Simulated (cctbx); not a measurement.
## Which space group?

Cell: a = 9.8490 Å, b = 3.9520 Å, c = 6.4940 Å, α = 90.00°, β = 100.72°, γ = 90.00°. Expected content of the cell: Er4 V4 Si4 Al2.

The data are simulated with cctbx, not measured: Cu Kα, λ = 1.54184 Å, to d = 0.83 Å, 50 % of the full sphere, strongest reflection 5000 counts, noise from counting, a 3 % proportional error and a noise floor of 15 counts (s.d.); no absorption.

A first pass over the reflections prints:

```text
941 reflections to d = 0.830 A
centring   violations  <I/sigma> of those
    A        188 of   456      6.2
    B        188 of   467      6.0
    C          0 of   461      0.0
    I        207 of   467      6.9
    R        267 of   635      6.8
    F        188 of   692      4.1
Laue class    unique    Rint  (classes that these axes allow; Friedel mates merged)
C 1 2/m 1         239   0.040
space group    extra absences  I>4sigma  <I/sigma>
C 1 2 1                 0          0         -  acentric
C 1 m 1                 0          0         -  acentric
C 1 2/m 1               0          0         -  centric
Wilson B = 1.09 A^2   <|E^2-1|> = 0.678 (0.968 centric, 0.736 acentric)   E^2>4: 0.8 %
shell (A)         n   <I/sigma>
 4.26 - 1.63     37     21.3
 1.63 - 1.31     26     23.2
 1.31 - 1.15     38     18.0
 1.15 - 1.04     23     15.0
 1.04 - 0.97     30     13.9
 0.97 - 0.91     34     13.1
 0.91 - 0.87     29     11.2
 0.87 - 0.83     22     13.7
```

Q: Read the symmetry from these tables.

The reflections that C centring forbids are absent (⟨I/σ⟩ near 0), so the lattice is C.

Only C 1 2/m 1 fits these axes (Rint 0.040); a search for a hidden higher lattice was not made.

3 settings pass the absence test. No glide or screw absences show, which leaves C 1 2 1, C 1 m 1 and C 1 2/m 1.

⟨|E²−1|⟩ = 0.678 leans to a non-centrosymmetric structure, or to twinning, which lowers it. Here that hint misleads: the statistic assumes many like atoms on general positions, and few, heavy or special-position atoms break it. The Wilson B of 1.09 Å² means U ≈ 0.0138 Å².

The true group is C2/m (no. 12), Laue class 2/m, centrosymmetric. The tables only narrow the choice to the tied entries; cell content, site symmetry and trial solutions must settle it.

The model was made for the exercise: a known structure type with other elements put in, its volume estimated, not relaxed; displacement parameters are assumed.

[Logs are printed without paths, hosts, clocks, repeated set-up lines and the standing remarks that a program may print on its own settings, such as how far it seeks lower states.]
